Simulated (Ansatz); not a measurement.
# G0W0 on several functionals: LaGaO3 (R-3c), part 2 of 2

How much of the starting functional survives in the G0W0 gap of LaGaO3 (R-3c)?

Ansatz 0.2.0; G0W0 on several functionals, plane waves, PAW. Known limits of the many-body steps: not at the basis limit; f levels unsure; no spin-orbit coupling.

So far. Step 2 (G0W0 on LDA): The gap on the mesh goes from 3.50 eV to 5.21 eV, a correction of +1.71 eV. Between the two edge states, bare exchange in place of the xc potential would open the gap by 10.06 eV, and correlation takes back 8.35 eV.

In doubt: masses and optical values from hybrid runs of this build are listed as unsure (step 4), which bears on the screening that GW takes from such a start.

### 3. G0W0 on r2SCAN

The same correction from a different start measures what one shot leaves open.

This step: G0W0 on r2SCAN, plane waves, PAW.

The input, input.yaml:

```yaml
crystal:
  lattice:
    - [2.77145, 1.6000974035, 4.4776]
    - [-2.77145, 1.6000974035, 4.4776]
    - [0.0, -3.2001948071, 4.4776]
  atoms:
    - { symbol: La, position: [0.25, 0.25, 0.25] }
    - { symbol: La, position: [0.75, 0.75, 0.75] }
    - { symbol: Ga, position: [0.0, 0.0, 0.0] }
    - { symbol: Ga, position: [0.5, 0.5, 0.5] }
    - { symbol: O, position: [0.8048, 0.6952, 0.25] }
    - { symbol: O, position: [0.25, 0.8048, 0.6952] }
    - { symbol: O, position: [0.6952, 0.25, 0.8048] }
    - { symbol: O, position: [0.1952, 0.3048, 0.75] }
    - { symbol: O, position: [0.75, 0.1952, 0.3048] }
    - { symbol: O, position: [0.3048, 0.75, 0.1952] }
kpoints:
  mp_grid: { grid: [4, 4, 4] }
hamiltonian:
  xc: r2scan
scf:
  occupations: { method: fixed }
gw:
  n_empty_bands: 653
  ecut_chi: 180.0
  qp_bands: [v3, c3]
  qp_kpoints: band_edges
  screening: { model: contour_deformation }
```

Started as:

```bash
> ansatz run input.yaml --threads 3 --pin off --max-ram 92160MiB --backend cuda --events-out ev --progress --plain --runs-dir out --devices 1 --max-vram 13GiB
```

Numbers of over 12 decimals in the logs are rounded to 6 here.

The log of the run:

```text
GPUs: using 1 of 1 available (devices: 1).
[...]
GPU FFT provider: cuFFT
GPU libraries: cuBLAS 13.8.2, cuFFT 12.4.0, cuSOLVER 12.3.4
Crystal: 10 atoms, lattice volume = 119.138 Å³
Basis set: ecut = 500 eV, 3035 PW (Γ), exchange–correlation on 180×180×180 points (64 copies of the dense FFT grid, shifted against one another)
Bands: 52, of which v1, the nominal top of the filled ones, is band 42 counted from 1 (41 counted from 0)
Symmetry: 12 space group operations
[...]
k-points: 13 of 64
[...]
GPU buffer pool allocated for 91125 grid points (all kernels)
[...]
SCF iter   1: F=—  HF=-23535.168688 eV  |F-HF|=—  |Δ(HF+E_count)|=         —  Δρ=1.37e-2  dr2=2.31e-1  dr2_τ=3.94e-1  ethr=1.77e-3  ⟨swp⟩=4.2  Hψ=2415  notcnv=0  defer=54
[...]
SCF iter   7: F=-23535.408884 eV  HF=-23535.408884 eV  |F-HF|=1.74e-8  |Δ(HF+E_count)|=   7.91e-7  Δρ=5.11e-6  dr2=1.68e-8  dr2_τ=1.71e-9  ethr=1.19e-10  ⟨swp⟩=11.4  Hψ=2841  notcnv=0
SCF 1 converged in 7 iterations: F = -23535.408884 eV  dr2 = 1.68e-8
[...]
NSCF: frozen V_eff on 13 k-points
[...]
G₀W₀ screening: q 1/13
[... further progress lines ...]
[...]
SCF converged after 7 iterations
Free energy (F): -23535.408884 eV
[...]
Internal energy: -23535.408884 eV  (E = F + TS)
E sigma→0 (E₀):  -23535.408884 eV
Fermi energy:    10.797391 eV
[...]
--- Band table (eV; the first three rows and the last of 13) ---
[...]
0    44     15.5405   -11.5643    -5.4796   -18.5314  0.8073    17.0548    17.0280  root
     0    45     15.5405   -11.5643    -5.4796   -18.5314  0.8073    17.0548    17.0280  root
     1    40     10.4699   -26.8495     4.2106   -22.1213  0.7729     9.9495     9.9523  root
     1    41     10.6053   -26.2849     4.2006   -21.5643  0.7722    10.0825    10.0853  root
[...]
1    44     15.7517   -15.4208    -7.1541   -25.1922  0.7765    18.5097    18.3690  root ?
     1    45     15.8748   -16.9855    -7.0321   -26.6689  0.7755    18.6690    18.5261  root ?
[...]
2    43     15.8748   -18.6584    -8.7015   -30.7131  0.7516    19.5773    19.2279  root ?
     2    44     15.8748   -18.6584    -8.7015   -30.7131  0.7516    19.5773    19.2279  root ?
     2    45     15.9148   -18.8369    -8.8395   -31.0565  0.7488    19.6691    19.2948  root ?
[...]
3    43     15.7806   -15.7436    -7.3887   -25.8490  0.7732    18.6596    18.4974  root ?
     3    44     15.8432   -16.2777    -7.4536   -26.5254  0.7707    18.8131    18.6373  root ?
     3    45     15.9174   -19.7205    -9.3136   -32.5848  0.7426    19.9280    19.4680  root ?
[...]
11    42     10.3755   -26.0403     4.2677   -21.2317  0.7698     9.8314     9.8346  root
[...]
11    45     15.9766   -19.6998    -9.2103   -32.4198  0.7427    19.9334    19.4863  root ?
    12    40     10.2740   -26.1418     4.2099   -21.3852  0.7713     9.7240     9.7273  root
    12    41     10.2740   -26.1418     4.2099   -21.3852  0.7713     9.7240     9.7273  root
    12    42     10.2740   -26.1418     4.2099   -21.3852  0.7713     9.7240     9.7273  root
    12    43     15.9684   -18.8609    -8.8224   -31.0409  0.7479    19.6998    19.3261  root ?
    12    44     15.9684   -18.8609    -8.8224   -31.0409  0.7479    19.6998    19.3261  root ?
    12    45     15.9684   -18.8609    -8.8224   -31.0409  0.7479    19.6998    19.3261  root ?
```

Wall time 91 s (1 × NVIDIA H100 80GB HBM3 (shared by 6 runs) with 3 threads of AMD EPYC 7R13 (Zen 3), shared host); peak memory 2.5 GiB; 2.5 min of CPU time.

This step gave:

* bands summed: 695
* RPA ε∞ on this mesh (eigenvalues): 4.253, 4.422, 4.422
* plane waves in the screening matrix: 645
* q-points in the mesh: 64
* G0W0 gap on the mesh: 5.590 eV
* k of the valence top: 0, -0.5, -0.5
* k of the conduction bottom: 0, 0, 0
* starting gap on the mesh: 4.369 eV
* Z at the valence top: 0.7710
* Z at the conduction bottom: 0.8312
* least direct G0W0 gap on the computed points: 5.705 eV

Against the run with 4×4×4 mesh, 653 empty bands, screening to 180 eV on LDA, the gap moves by +0.38 eV, while the start moved by +0.87 eV.

### 4. G0W0 on HSE06

This step: G0W0 on HSE06, plane waves, PAW.

Edit input.yaml of step 3 so:

```diff
@@ -19,3 +19,3 @@
 hamiltonian:
-  xc: r2scan
+  xc: hse06
 scf:
```

The log of the run:

```text
GPUs: using 1 of 1 available (devices: 1).
[...]
davidson cushion auto → on  (no smearing: the cushion is to keep the highest requested band from converging to the state above it; pin scf.eigensolver.cushion to override)
[...]
GPU FFT provider: cuFFT
GPU libraries: cuBLAS 13.8.2, cuFFT 12.4.0, cuSOLVER 12.3.4
Crystal: 10 atoms, lattice volume = 119.138 Å³
Basis set: ecut = 420 eV, 2319 PW (Γ)
[...]
11    45     17.5210   -17.9249    -7.4073   -28.1950  0.7991    20.4955    20.3837  root ?
[...]
12    42      9.5157   -26.0992     3.9293   -22.0483  0.7926     9.3940     9.3942  root
    12    43     17.2089   -13.2569    -5.9036   -20.8960  0.8216    18.9733    18.9443  root
    12    44     17.2089   -13.2569    -5.9036   -20.8960  0.8216    18.9733    18.9443  root
    12    45     17.2089   -13.2569    -5.9036   -20.8960  0.8216    18.9733    18.9443  root
[key lines of the parts left out:]
Free energy (F): -23491.862509 eV
Fermi energy:    10.047656 eV
```

Wall time 2.5 min (1 × NVIDIA H100 80GB HBM3 (shared by 6 runs) with 3 threads); peak memory 2.7 GiB.

This step gave:

* bands summed: 695
* RPA ε∞ on this mesh (eigenvalues): 3.785, 3.913, 3.913
* plane waves in the screening matrix: 645
* G0W0 gap on the mesh: 6.083 eV
* k of the valence top: 0, -0.5, -0.5
* k of the conduction bottom: 0, 0, 0
* starting gap on the mesh: 5.396 eV
* least direct G0W0 gap on the computed points: 6.193 eV

Against the run with 4×4×4 mesh, 653 empty bands, screening to 180 eV on r2SCAN, the gap moves by +0.49 eV, while the start moved by +1.03 eV.

### 5. The starts together

All on the 4×4×4 mesh with 653 empty bands and screening to 180 eV. Times are wall times on 1 × NVIDIA H100 80GB HBM3 (shared by 6 runs) with 3 threads of AMD EPYC 7R13 (Zen 3), shared host, good to a factor of about two.

| start | starting gap (eV) | shift (eV) | G0W0 gap (eV) | RPA ε∞ (harmonic mean) | Z (valence, conduction) | time |
| --- | --- | --- | --- | --- | --- | --- |
| LDA | 3.50 | +1.71 | 5.21 | 5.01 | 0.76, 0.82 | 92 s |
| r2SCAN | 4.37 | +1.22 | 5.59 | 4.36 | 0.77, 0.83 | 91 s |
| HSE06 | 5.40 | +0.69 | 6.08 | 3.87 | 0.79, 0.85 | 2.5 min |

How the two edges are built up, in eV (the quasiparticle level is the starting level plus Σx plus Σc less Vxc):

| run | edge | start | Σx | Σc | Vxc | Z | QP |
| --- | --- | --- | --- | --- | --- | --- | --- |
| LDA | valence top | 10.74 | -26.14 | 4.34 | -21.20 | 0.76 | 10.13 |
| LDA | conduction bottom | 14.23 | -13.99 | -4.02 | -19.10 | 0.82 | 15.33 |
| r2SCAN | valence top | 10.80 | -26.30 | 4.25 | -21.55 | 0.77 | 10.29 |
| r2SCAN | conduction bottom | 15.17 | -13.23 | -4.05 | -17.99 | 0.83 | 15.88 |
| HSE06 | valence top | 10.05 | -26.30 | 3.98 | -22.22 | 0.79 | 9.96 |
| HSE06 | conduction bottom | 15.44 | -12.96 | -3.99 | -17.55 | 0.85 | 16.04 |

For a hybrid start, Vxc holds its share of exact exchange.

### 6. Summary of results

```json
{
 "G0W0@LDA": "5.21 eV (start 3.50 eV)",
 "G0W0@r2SCAN": "5.59 eV (start 4.37 eV)",
 "G0W0@HSE06": "6.08 eV (start 5.40 eV)",
 "known limits": "not at the basis limit; f levels unsure; no spin-orbit coupling"
}
```

The starting gaps span 1.90 eV and the G0W0 gaps 0.88 eV. Between LDA and HSE06, 0.88 eV of the 1.90 eV survives, 46 %. HSE06 screens less than LDA (ε∞ 3.87 against 5.01). Of the 0.88 eV by which its G0W0 gap is higher, the correlation part gives +0.38 eV, and exchange with the one-particle terms, which follow the orbitals, +0.49 eV. The smallest correction, +0.69 eV, is on HSE06, the start nearest to reproducing itself. Bands and cutoff are finite, so the gap is not at the basis limit. The miss can reach some tenths of an eV and take either sign; the mesh is an error of its own. Empty 4f levels lie among the conduction bands. Their place in the start is unsure; it enters the screening, and the edge itself where they lie low. The many-body steps are scalar-relativistic: spin-orbit coupling is not in them.

[Paths, hosts, dates, memory and timing lines, banners, echoed tables and standing remarks are left out of the program output.]

[Logs are printed without paths, hosts, clocks, repeated set-up lines and the standing remarks that a program may print on its own settings, such as how far it seeks lower states.]

[Runs of the session that timed out or met a known fault of the program may be left out.]

[Cells called generated may have been cut or substituted from an entry of the Crystallography Open Database or the Materials Project.]

[Hosts, paths, dates, database ids (printed as entryN), source tags and the programs' standing remarks are cut or masked in the printed files.]
